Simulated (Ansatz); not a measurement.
# Zn (P6_3/mmc): the Drude term of Re ε in the infrared

Re ε of Zn (P6_3/mmc) along x at low photon energies is read from one computed spectrum; the carriers' damping was typed as γ = 0.05 eV. x, y and z are the Cartesian axes of the input cell.

It takes space group P6_3/mmc (No. 194, hexagonal). The conventional cell has a = 2.670 Å, b = 2.670 Å, c = 4.966 Å, α = 90.00°, β = 90.00°, γ = 120.00°. Zn on site c has 12 Zn at 2.67 to 2.92 Å as nearest neighbours.

Method: Ansatz 0.2.0, PBEsol, independent particles, k-mesh 18×18×8 with interpolation inside its cells, Gaussian parameter 0.1 eV.

Launch of the response step: `ansatz run input.yaml --threads 4 --pin off --max-ram 8192MiB --backend cpu --events-out ev --progress --plain --runs-dir out`. The run took 3.3 min, on 4 threads of AMD EPYC (Zen 3), with other jobs on the host.

```
photon energy E (eV)  wavelength (µm)    Re ε
                0.25             4.96       ?
                0.30             4.13  -760.7
                0.35             3.54  -551.7
                0.40             3.10  -414.2
                0.50             2.48  -250.3
                0.60             2.07  -159.3
                0.70             1.77  -102.3
```

A Drude term over a constant background gives Re ε = ε_b − ωp²/(E² + γ²), linear in 1/(E² + γ²).

Working, on the rows shown:

| x = 1/(E² + γ²) (eV⁻²) | y = Re ε |
| --- | --- |
| 10.8108 | -760.7 |
| 8 | -551.7 |
| 6.15385 | -414.2 |
| 3.9604 | -250.3 |
| 2.75862 | -159.3 |
| 2.03046 | -102.3 |

Means: x̄ = 5.619, ȳ = -373.08. Σ(x − x̄)(y − ȳ) = -4247, Σ(x − x̄)² = 56.72. Slope = -4247 / 56.72 = -74.87; intercept = ȳ − slope · x̄ = 47.604. The line misses the rows shown by at most 2.1.

Q: What does the fit predict for the withheld row, and how well does it do?

A: At x = 15.385 the line gives y = -1104.2. The run gave -1099.1, so the extrapolation is off by 5.1, 0.5 % of the range in the table.

Refitted with all rows, the slope is -74.56 and the intercept 46.165. These give ωp = √(−slope) = 8.63 eV, against 8.49 eV from the program's Fermi-surface sum, and an intercept of 46.2. Taking the program's Drude term off the rows leaves 9 at the lowest energy and 44 at the highest, so the background isn't constant: interband transitions lie in or near the window, and neither fitted number can be trusted. The cell comes from an older database entry, whose edges can be off by a per cent or so. The values come from a sum over the points of one k-mesh and carry its error, which is largest for Fermi-surface quantities.

[Logs are printed without paths, hosts, clocks, repeated set-up lines and the standing remarks that a program may print on its own settings, such as how far it seeks lower states.]
